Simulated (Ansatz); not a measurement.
# Sr in place of Ca at several sites of glassy CaAl2Si2O8 (117 atoms), part 3 of 5

At which site of glassy CaAl2Si2O8 (117 atoms) does Sr in place of Ca cost least, and what about the site decides it?

Ansatz 0.2.0; Kohn-Sham DFT, PBE, PAW (set soft_2), plane waves.

The cell: 18 Al, 9 Ca, 72 O and 18 Si. The quench rate of 20 K/ps is many orders above laboratory rates. The starting topology of bonds comes from the classical model. Only the Γ point is sampled, in a cell whose shortest periodic width is 12 Å.

So far. Step 2 (Single point at the start): The r.m.s. force at the start is 1.2 eV/Å. Step 3 (Relaxation): The relaxation converged after 43 steps, 8.82 eV below its start, with a largest force component of 0.042 eV/Å.

## 4. Single point at the relaxed geometry

The electronic structure is read at the final geometry, in a run of its own.

input.yaml reads:

```yaml
crystal:
  lattice:
    - [11.5363, 0.0, 0.0]
    - [0.0, 11.5363, 0.0]
    - [0.0, 0.0, 11.5363]
  atoms:
    - { symbol: Al, position: [0.34067, 0.98668, 0.95039] }
    - { symbol: Al, position: [0.83623, 0.96812, 0.06695] }
    - { symbol: Al, position: [0.61061, 0.85218, 0.41026] }
    - { symbol: Al, position: [0.3129, 0.23054, 0.30244] }
    - { symbol: Al, position: [0.96927, 0.51473, 0.30135] }
    - { symbol: Al, position: [0.81746, 0.98544, 0.49847] }
    [... 105 atom lines left out ...]
    - { symbol: Si, position: [0.90295, 0.57242, 0.57497] }
    - { symbol: Si, position: [0.47174, 0.81875, 0.09039] }
    - { symbol: Si, position: [0.83407, 0.90915, 0.76941] }
    - { symbol: Si, position: [0.07676, 0.6707, 0.09683] }
    - { symbol: Si, position: [0.72951, 0.74109, 0.0955] }
    - { symbol: Si, position: [0.95773, 0.31078, 0.64523] }
kpoints:
  mp_grid: { grid: [1, 1, 1] }
hamiltonian:
  xc: pbe
scf:
  occupations: { method: fixed }
output:
  forces: true
  stress: true
  populations: true
  dos:
    method: { smearing: { sigma: 0.1 } }
    de: 0.1
    projected: { site_lists: { Al: [Al], Ca: [Ca], O: [O], Si: [Si] } }
  eigenvalues: true
  write_density: true
  write_potential: true
  volumetric_format: npy
```

Run with:

```console
$ ansatz run input.yaml --threads 4 --pin off --max-ram 8192MiB --backend cpu --events-out ev --progress --plain --runs-dir out
```

Numbers of over 12 decimals in the logs are rounded to 6 here.

Log:

```text
[...]
Crystal: 117 atoms, lattice volume = 1535.323 Å³
Basis set: ecut = 420 eV, 30047 PW (Γ), exchange–correlation on 160×160×160 points (8 copies of the dense FFT grid, shifted against one another)
Bands: 441, of which v1, the nominal top of the filled ones, is band 324 counted from 1 (323 counted from 0)
Symmetry: 1 space group operations
[...]
k-points: 1
[...]
SCF iter   1: F=—  HF=-78481.233522 eV  |F-HF|=—  |Δ(HF+E_count)|=         —  Δρ=1.94e-3  dr2=5.69e-2  ethr=1.77e-3  ⟨swp⟩=6.0  Hψ=1578  notcnv=0  defer=113
[...]
SCF iter   9: F=-78481.274135 eV  HF=-78481.274135 eV  |F-HF|=1.71e-8  |Δ(HF+E_count)|=   2.07e-8  Δρ=1.38e-6  dr2=3.06e-8  ethr=1.54e-11  ⟨swp⟩=21.0  Hψ=4563  notcnv=0
SCF 1 converged in 9 iterations: F = -78481.274135 eV  dr2 = 3.06e-8
[...]
SCF converged after 9 iterations
Free energy (F): -78481.274135 eV
[...]
Internal energy: -78481.274135 eV  (E = F + TS)
E sigma→0 (E₀):  -78481.274135 eV
Fermi energy:    4.198968 eV
[...]
--- Forces (eV/Å), atoms counted from 1 ---
  atom   1  Al     0.00703474    -0.01963435    -0.01320994
  atom   2  Al     0.00219447    -0.00396668     0.00147591
  atom   3  Al     0.00367702    -0.00916576     0.00277082
  atom   4  Al     0.01491239    -0.00614059     0.02697915
  atom   5  Al    -0.00421079     0.00001414    -0.00092252
  atom   6  Al     0.00975693     0.00585854     0.00971889
  atom   7  Al    -0.01163994    -0.00179684    -0.01352586
  atom   8  Al     0.00934116    -0.00352283     0.00157690
  atom   9  Al    -0.00826060    -0.00373250    -0.00003564
  atom  10  Al    -0.01784835    -0.00172012     0.00777449
  atom  11  Al    -0.00761517     0.00361472    -0.00106891
  atom  12  Al     0.00904626    -0.00035316    -0.00127979
  atom  13  Al     0.02449226     0.00549190     0.02206262
  atom  14  Al     0.00211908     0.00439075     0.00635747
[...]
atom 116  Si     0.00108570    -0.00774644    -0.00536638
  atom 117  Si    -0.00380991    -0.00862697     0.00193725
  max |Σ_I F_I| component: 3.65e-5 eV/Å
--- Stress (GPa, compression-positive) ---
        0.980733      -1.461386       1.908621
       -1.461388       0.605421       0.890055
        1.908622       0.890066       1.430032
  P = ⅓ Tr σ = 1.0054 GPa (10.054 kbar)
--- Band table (eV) ---
[...]
--- Löwdin populations: 117 sites ---
  site symbol       q [e]
     0     Al      1.6794
     1     Al      1.6954
     2     Al      1.6808
[...]
116     Si      2.2595
  spilling = 0.012132 (of n_electrons = 648.000000)
```

Wall time 11 s (4 threads of AMD EPYC 9R45 (Zen 5), shared host); peak memory 2.3 GiB; 41 s of CPU time.

The run gave:

```yaml
free_energy: -78481.2741 eV
free_energy_per_atom: -670.7801 eV/atom
scf_cycles: 9
pressure: 1.005 GPa
r_m_s_force_component: 0.00829 eV/Å
longest_force: 0.04877 eV/Å
fermi_energy: 4.199 eV
spacing_of_highest_filled_and_lowest_empty_level: 3.864 eV
spilling_of_the_projection: 0.01213
```

Löwdin charges by element (they lack the spilled electrons, 0.067 e an atom on average):

```tsv
element	coordination	atoms	mean charge (e)	spread	least	most
Al	all	18	1.31	0.0339	1.23	1.36
Ca	all	9	1.81	0.018	1.77	1.84
O	all	72	-0.869	0.0646	-1.10	-0.767
Si	all	18	1.69	0.036	1.64	1.74
```

Density of states as counts of states in windows of 1 eV (from the Fermi level), total and the larger projections:

```tsv
from (eV)	to (eV)	total	O p	Si p	O s
-18	-17	62.4	0.6	5.8	48.0
-17	-16	25.3	0.3	1.7	20.0
-16	-15	5.4	0.0	0.1	4.4
-15	-10	0.0	0.0	0.0	0.0
-10	-9	2.0	1.3	0.1	0.1
-9	-8	8.1	5.4	0.4	0.4
-8	-7	15.1	10.4	0.7	0.8
-7	-6	25.1	18.6	2.2	0.7
-6	-5	38.4	29.4	3.7	1.0
-5	-4	50.5	40.1	4.1	1.4
-4	-3	69.3	59.1	2.6	1.7
-3	-2	85.9	78.6	1.5	1.1
-2	-1	86.6	81.9	0.9	0.6
-1	0	49.3	47.2	0.3	0.2
0	1	1.7	1.6	0.0	0.0
1	3	0.0	0.0	0.0	0.0
3	4	1.9	0.0	0.0	0.5
4	5	0.1	0.0	0.0	0.0
```

With fixed occupations the program's Fermi level is the highest filled level; weight inside the gap is the broadening of levels at its edges.

Between -26 and -18 eV lie 105 more states.

The levels nearest the highest filled one (over half full), pooled over k-points and spins:

```tsv
level less the highest filled one (eV)	occupation
-0.41	2
-0.397	2
-0.368	2
-0.244	2
-0.0284	2
0	2
3.86	0
5.23	0
5.33	0
5.38	0
5.44	0
5.55	0
```

Electrostatic potential energy in the ac plane at fractional y = 0.231, with atoms of Al and Ca and O and Si within 0.2 Å of it. With pseudopotentials it is smooth inside the atoms' cores, unlike the true potential.

Values in eV, 13 rows by 16 columns, each cell a mean:
```
-35  -5   8   3   4  -4  -2   6   9  10  10  10   9   6   2 -29
 -2   4   3 -28  -6   9   9   7   7   9  10   7   0  -3   6   0
 -2  -5 -28 -24   4  10   8   1   1   7   8  -1 -11  -4   7   8
 -4  -5 -27 -24   2   9   8  -6  -1   8   8   5  -3 -14   3   5
  3   6   2 -29 -20   9   7   7   9  10  10  10   2 -25  -4  -4
-11  -5 -21 -19   0   7   4   4   7   6   5   9  11  10   8   4
 -8 -10 -37 -26   3   8   6   6   5 -11 -20   3  10  11  11   9
 10   6   0   0  -2   4   7   9   8  -2  -7   5  10  10  10  11
 10   9   8   4  -7  -7   0   9  11   9  -4   6  11  10   9   9
  0   7   8   2  -7  -7   1   7  11  11   9  10  10   9   8   0
-26   2   5 -18  -4   3   6  10  11  11  11  10  10  10   9 -21
  4   5   8   7   3 -14 -10   5  10  11  11  11  10  10   9   6
-18   1   8   8  -4 -37 -31   1   8  10  11  11  10   9   5 -13
```
Columns run along a (11.5 Å; values clipped at the 3rd and 97th percentile), rows up along c (11.5 Å). Atoms in or near the plane, at fractional coordinates: Al at (0.31, 0.30), Ca at (0.36, 0.04), O at (0.24, 0.64), O at (0.99, 0.19), Si at (0.17, 0.51), Si at (0.17, 0.76).

Valence density in the ac plane at fractional y = 0.231, with atoms of Al and Ca and O and Si within 0.2 Å of it. It is the smooth field of the valence electrons, not physical close to the nuclei.

Ten steps, logarithmic in the rise over the least value, from '_' (0.0 e/Å³) to '@' (5.8 e/Å³), each cell a mean:
```
@@%%**::..::--------++****==::..________________..::----::==##@@
%%##++::::==**##**==::::::::....______..........--++**++==--**%%
====::::--**%%@@%%++::................::::::::::==++****==::--==
--------==**##%%##==::......::::::::::::----::::--==++==--::..::
++**++++====++++==--..__..::==++==--::::::::::::::------::....--
**%%##**==::------::..__::==**##**++--..........::--====--::::==
++****++==--++++==--....::==**####++::..____..::--++####++----==
--==------++##%%%%**--....::==++==--..________::==##@@@@##++----
----::::--++%%@@@@##==........::::....________..--**%%%%##==----
++++==----++##%%%%**--......::..................::--++++==----==
##%%##++==--++++==--......::----::::----==--::..............--++
%%%%##++--::--====--::....::--------==++++==--::..________..::++
++++++==----==++**++--::....::------====++==--::____________..--
..::::::::--++******==::........::::----====--..______________..
________..::--==++++--::............::--++++==::..______________
__________..::------::::::----::....::==**##**==..______________
::....____..::::::....::--++++==--..::==****++--..________....::
**==--::..::======--::::--==++==--....::------::________..::==**
@@##++----==**##**++--::::----::....____......__________::==##@@
@@%%++----++##%%##++--..........________________________..==##@@
##++==::::==****++==----::..______......________________..::++**
----::....::::----==**####++::____......__________________..::--
==--::....____..::++%%@@@@##==..__________________________..::==
%%##==::..__....::++%%@@@@##--..____________________......--**%%
```
Columns run along a (11.5 Å), rows up along c (11.5 Å). Atoms in or near the plane, at fractional coordinates: Al at (0.31, 0.30), Ca at (0.36, 0.04), O at (0.24, 0.64), O at (0.99, 0.19), Si at (0.17, 0.51), Si at (0.17, 0.76).

Filled and empty levels are parted by 3.86 eV (at Γ alone); a semilocal functional tends to put such gaps too low. In a disordered cell it changes from sample to sample, and tail or defect levels can set it. Mean Löwdin charges: Al +1.31, Ca +1.81, O -0.87, Si +1.69 e (they miss 1.2 % of the electrons, so they add up to more than the cell's charge).

## 5. Sr on a site of Ca, site Ca26

The site has 4 bonded neighbours (O4) at 2.32 Å on average, by cutoffs that count no bonds between two metal atoms or like ions. The change is made in the relaxed cell and the atoms are relaxed again, with spin allowed.

input.yaml reads:

```yaml
crystal:
  lattice:
    - [11.5363, 0.0, 0.0]
    - [0.0, 11.5363, 0.0]
    - [0.0, 0.0, 11.5363]
  atoms:
    [... atom lines 1 to 22 left out ...]
    - { symbol: Ca, position: [0.69544, 0.47842, 0.43896] }
    - { symbol: Ca, position: [0.21866, 0.46956, 0.92561] }
    - { symbol: Ca, position: [0.66148, 0.62254, 0.75538] }
    - { symbol: Sr, position: [0.35835, 0.24764, 0.03866], spin: 0.6 }
    - { symbol: Ca, position: [0.9032, 0.77993, 0.32055] }
    - { symbol: O, position: [0.39757, 0.70606, 0.05785] }
    - { symbol: O, position: [0.83536, 0.82762, 0.13561] }
    [... atom lines 30 to 117 left out ...]
magnetization:
  spin_polarized: true
kpoints:
  mp_grid: { grid: [1, 1, 1] }
hamiltonian:
  xc: pbe
scf:
  occupations: { method: fermi_dirac, width: 0.025 }
  lower_state_search: "off"
output:
  forces: true
  eigenvalues: true
relax:
  f_tol: 0.05
  max_steps: 90
```

Log:

```text
[...]
Crystal: 117 atoms, lattice volume = 1535.323 Å³
Basis set: ecut = 420 eV, 30047 PW (Γ), exchange–correlation on 160×160×160 points (8 copies of the dense FFT grid, shifted against one another)
Bands: 443, of which v1, the nominal top of the filled ones, is band 324 counted from 1 (323 counted from 0)
Symmetry: 1 space group operations
[...]
k-points: 1
[...]
Starting moments: Σ|m| = 3 μB on 5 of 117 sites
[...]
SCF iter   1: F=—  HF=-80280.923985 eV  |F-HF|=—  |Δ(HF+E_count)|=         —  Δρ=5.83e-2 (↑5.50e-2 ↓5.83e-2)  dr2=3.89e2  dr2_m=1.09e0  M=0.142 μB ∫|m|=0.569 μB  β_m=0.30  ethr=3.10e-3  ⟨swp⟩=9.0  Hψ=4269  notcnv=0  defer=185
[...]
spin=Collinear: Kerker preconditioning applied to the charge; magnetization (m = ρ↑ − ρ↓) channel mixes plain (no charge-response kernel on spin).
SCF iter   2: F=—  HF=-80245.477655 eV  |F-HF|=—  |Δ(HF+E_count)|=    3.54e1  Δρ=3.48e-2 (↑3.25e-2 ↓3.48e-2)  dr2=1.14e2  dr2_m=5.71e-1  M=0.000 μB ∫|m|=0.485 μB  β_m=0.30  ethr=3.10e-3  ⟨swp⟩=3.5  Hψ=1693  notcnv=0  defer=216
[...]
spin=Collinear: Resta preconditioning applied to the charge; magnetization (m = ρ↑ − ρ↓) channel mixes plain (no charge-response kernel on spin).
SCF iter   3: F=—  HF=-80221.680432 eV  |F-HF|=—  |Δ(HF+E_count)|=    2.38e1  Δρ=1.92e-2 (↑1.84e-2 ↓1.92e-2)  dr2=4.33e1  dr2_m=3.07e-1  M=0.000 μB ∫|m|=0.313 μB  β_m=0.30  ethr=3.10e-3  ⟨swp⟩=4.5  Hψ=2395  notcnv=0  defer=223
SCF iter   4: F=—  HF=-80212.405504 eV  |F-HF|=—  |Δ(HF+E_count)|=    9.27e0  Δρ=1.36e-2 (↑1.36e-2 ↓1.29e-2)  dr2=1.51e1  dr2_m=1.67e-1  M=0.000 μB ∫|m|=0.250 μB  β_m=0.30  ethr=3.10e-3  ⟨swp⟩=4.0  Hψ=2360  notcnv=0  defer=226
[...]
SCF iter   8: F=—  HF=-80208.338830 eV  |F-HF|=—  |Δ(HF+E_count)|=   1.39e-2  Δρ=1.33e-3 (↑1.33e-3 ↓1.33e-3)  dr2=3.94e-2  dr2_m=1.61e-2  M=0.000 μB ∫|m|=0.096 μB  β_m=0.30  ethr=3.40e-5  ⟨swp⟩=7.0  Hψ=1153  notcnv=0  defer=228
[...]
spin-set hold released at iteration 8 (site moments contracting): the magnetisation degrees of freedom join the quasi-Newton model from the next iteration; the mixer history was flushed
SCF iter   9: F=—  HF=-80208.342110 eV  |F-HF|=—  |Δ(HF+E_count)|=   3.28e-3  Δρ=9.95e-4 (↑9.95e-4 ↓9.94e-4)  dr2=2.30e-2  dr2_m=9.26e-3  M=0.000 μB ∫|m|=0.076 μB  β_m=0.65  ethr=6.08e-6  ⟨swp⟩=4.5  Hψ=1041  notcnv=0  defer=225
SCF iter  10: F=—  HF=-80208.350942 eV  |F-HF|=—  |Δ(HF+E_count)|=   8.83e-3  Δρ=1.54e-4 (↑1.54e-4 ↓1.54e-4)  dr2=1.92e-3  dr2_m=1.01e-4  M=0.000 μB ∫|m|=0.012 μB  β_m=0.71  ethr=3.55e-6  ⟨swp⟩=4.5  Hψ=1425  notcnv=0  defer=225
[...]
SCF iter  13: F=-80208.351437 eV  HF=-80208.351442 eV  |F-HF|=5.39e-6  |Δ(HF+E_count)|=   1.44e-5  Δρ=1.93e-5 (↑1.81e-5 ↓1.93e-5)  dr2=1.83e-5  dr2_m=8.27e-7  M=0.000 μB ∫|m|=0.001 μB  β_m=0.73  ethr=9.33e-9  ⟨swp⟩=4.5  Hψ=2952  notcnv=0
SCF iter  14: F=-80208.351444 eV  HF=-80208.351444 eV  |F-HF|=1.23e-7  |Δ(HF+E_count)|=   2.10e-6  Δρ=5.58e-6 (↑5.37e-6 ↓5.58e-6)  dr2=1.93e-6  dr2_m=1.10e-7  M=0.000 μB ∫|m|=0.000 μB  ethr=2.82e-9  ⟨swp⟩=3.0  Hψ=2811  notcnv=0
WARN: the starting moments were not kept: the SCF closed with an absolute magnetisation of 4.3e-4 μB, where they sum to 3 μB in size (5 sites). That is at most 0.1 of that sum. Measured as dr2_m measures the in/out step, that magnetisation stands 2.6e-8 eV from none, [...]
SCF 1 converged in 14 iterations: F = -80208.351444 eV  dr2 = 1.93e-6
[...]
relax step   1: F+E_penalty+E_count = -80208.35144423 eV  Δ(F+E_penalty+E_count) = +0.000e0 eV  max|allowed force component| = 1.098e0 eV/Å  Δτ_max = 0.0000 Å  (14 SCF iters, dr2 threshold 6.25e-5 eV, accepted)
[... from here on, the SCF cycles and remarks between the steps are left out ...]
relax step   2: F+E_penalty+E_count = -80208.61288860 eV  Δ(F+E_penalty+E_count) = -2.614e-1 eV  max|allowed force component| = 3.222e-1 eV/Å  Δτ_max = 0.1783 Å  (6 SCF iters, dr2 threshold 7.53e-5 eV, accepted)
relax step   3: F+E_penalty+E_count = -80208.65218188 eV  Δ(F+E_penalty+E_count) = -3.929e-2 eV  max|allowed force component| = 2.983e-1 eV/Å  Δτ_max = 0.0786 Å  (6 SCF iters, dr2 threshold 6.49e-6 eV, accepted)
relax step   4: F+E_penalty+E_count = -80208.67411146 eV  Δ(F+E_penalty+E_count) = -2.193e-2 eV  max|allowed force component| = 2.356e-1 eV/Å  Δτ_max = 0.0723 Å  (6 SCF iters, dr2 threshold 7.66e-6 eV, accepted)
relax step   5: F+E_penalty+E_count = -80208.68366704 eV  Δ(F+E_penalty+E_count) = -9.556e-3 eV  max|allowed force component| = 1.168e-1 eV/Å  Δτ_max = 0.0347 Å  (5 SCF iters, dr2 threshold 3.46e-5 eV, accepted)
relax step   6: F+E_penalty+E_count = -80208.68846380 eV  Δ(F+E_penalty+E_count) = -4.797e-3 eV  max|allowed force component| = 7.376e-2 eV/Å  Δτ_max = 0.0274 Å  (6 SCF iters, dr2 threshold 3.35e-6 eV, accepted)
relax step   7: F+E_penalty+E_count = -80208.69120865 eV  Δ(F+E_penalty+E_count) = -2.745e-3 eV  max|allowed force component| = 6.527e-2 eV/Å  Δτ_max = 0.0110 Å  (7 SCF iters, accepted)
relax step   8: F+E_penalty+E_count = -80208.68712074 eV  Δ(F+E_penalty+E_count) = +4.088e-3 eV  max|allowed force component| = 1.250e-1 eV/Å  Δτ_max = 0.0858 Å  (9 SCF iters, rejected (line search))
relax step   9: F+E_penalty+E_count = -80208.69596715 eV  Δ(F+E_penalty+E_count) = -4.759e-3 eV  max|allowed force component| = 3.781e-2 eV/Å  Δτ_max = 0.0416 Å  (8 SCF iters, accepted)
SCF converged after 8 iterations
Magnetization: 0.0000 μB (324.0000 up, 324.0000 down)
Absolute magnetization: 0.0000 μB (∫|ρ↑−ρ↓|, with the PAW one-centre terms)
[...]
Per-site moments (μB) at R_I (Å): [(-1.8153059316824867e-9, 0.714296), (1.5902742091148311e-10, 0.701385), (-4.354348691587503e-10, 0.734772), (-1.140696939681303e-8, 0.708306), (6.386471459896067e-11, 0.704524), [...]
Free energy (F): -80208.695967 eV
[...]
Internal energy: -80208.695967 eV  (E = F + TS)
E sigma→0 (E₀):  -80208.695967 eV
Fermi energy:    6.171367 eV
[...]
Σ components = -80208.695967   (vs F -80208.695967, Δ=0.00e0)
--- Forces (eV/Å), atoms counted from 1 ---
  atom   1  Al    -0.00301265     0.01621933     0.01205678
  atom   2  Al     0.00679771    -0.00161377    -0.00037789
  atom   3  Al    -0.00026034    -0.00576428     0.00142547
  atom   4  Al    -0.02414223    -0.01494587    -0.02083965
[...]
atom 117  Si     0.00418371     0.00515851    -0.00484861
  max |Σ_I F_I| component: 2.55e-4 eV/Å
--- Band table (eV) ---
[...]
--- Relaxed structure (9 steps of the walk, 8 accepted, 0 SCFs on fresh bases) ---
  F+E_penalty+E_count = -80208.69596715 eV   max|allowed force component| = 3.781e-2 eV/Å
  atoms:
    - { symbol: Al, position: [0.340183, 0.985322, 0.949160] }
    - { symbol: Al, position: [0.836314, 0.967685, 0.065454] }
    - { symbol: Al, position: [0.611513, 0.852396, 0.408225] }
    - { symbol: Al, position: [0.309861, 0.228530, 0.310416] }
[...]
- { symbol: Si, position: [0.957218, 0.310943, 0.646891] }
```

Wall time 1.9 min (4 threads); peak memory 3.7 GiB; 7.5 min of CPU time.

The program notes that starting moments were not kept.

The relaxation converged after 9 steps, 0.345 eV below its start, with a largest force component of 0.038 eV/Å.

A closer look about the Sr atom, after relaxation: 10 atoms, nearest first, numbered in the order of the input, with positions taken from that point.

```tsv
atom	x	y	z	distance (Å)	bonds
Sr26	0.00	0.00	0.00	0.00	6
O56	0.60	-1.64	-1.65	2.40	4
O61	-1.91	0.20	1.56	2.47	3
O71	0.38	1.86	-1.59	2.48	3
O49	-1.86	0.11	-2.03	2.75	4
O53	0.69	0.60	2.60	2.76	4
O42	2.26	-1.55	0.64	2.82	3
Al4	-0.85	-0.23	2.89	3.02	4
O87	-0.34	-1.80	2.45	3.06	2
O91	0.18	2.77	1.30	3.06	2
```

The column of bonds counts only the pairs O-Al within 2.23 Å, O-Si within 2.08 Å, O-Ca within 3.18 Å, O-Sr within 3.05 Å; other neighbours, such as metal atoms beside each other in a compound, aren't counted, and periodic images can show an atom twice.

The largest move is 0.38 Å, by Sr26.

## 6. Sr on a site of Ca, site Ca25

The site has 7 bonded neighbours (O7) at 2.52 Å on average. 

Input and log are left out; they have the form of those shown for this kind of step.

Elapsed: 2 min, on 4 threads of AMD EPYC 9R45 (Zen 5), shared host; peak memory 3.8 GiB.

The relaxation converged after 9 steps, 0.226 eV below its start, with a largest force component of 0.027 eV/Å.

(Part 3 of 5 ends here.)

[Logs are printed without paths, hosts, clocks, repeated set-up lines and the standing remarks that a program may print on its own settings, such as how far it seeks lower states.]

[Hosts, paths, dates, database ids (printed as entryN), source tags and the programs' standing remarks are cut or masked in the printed files.]
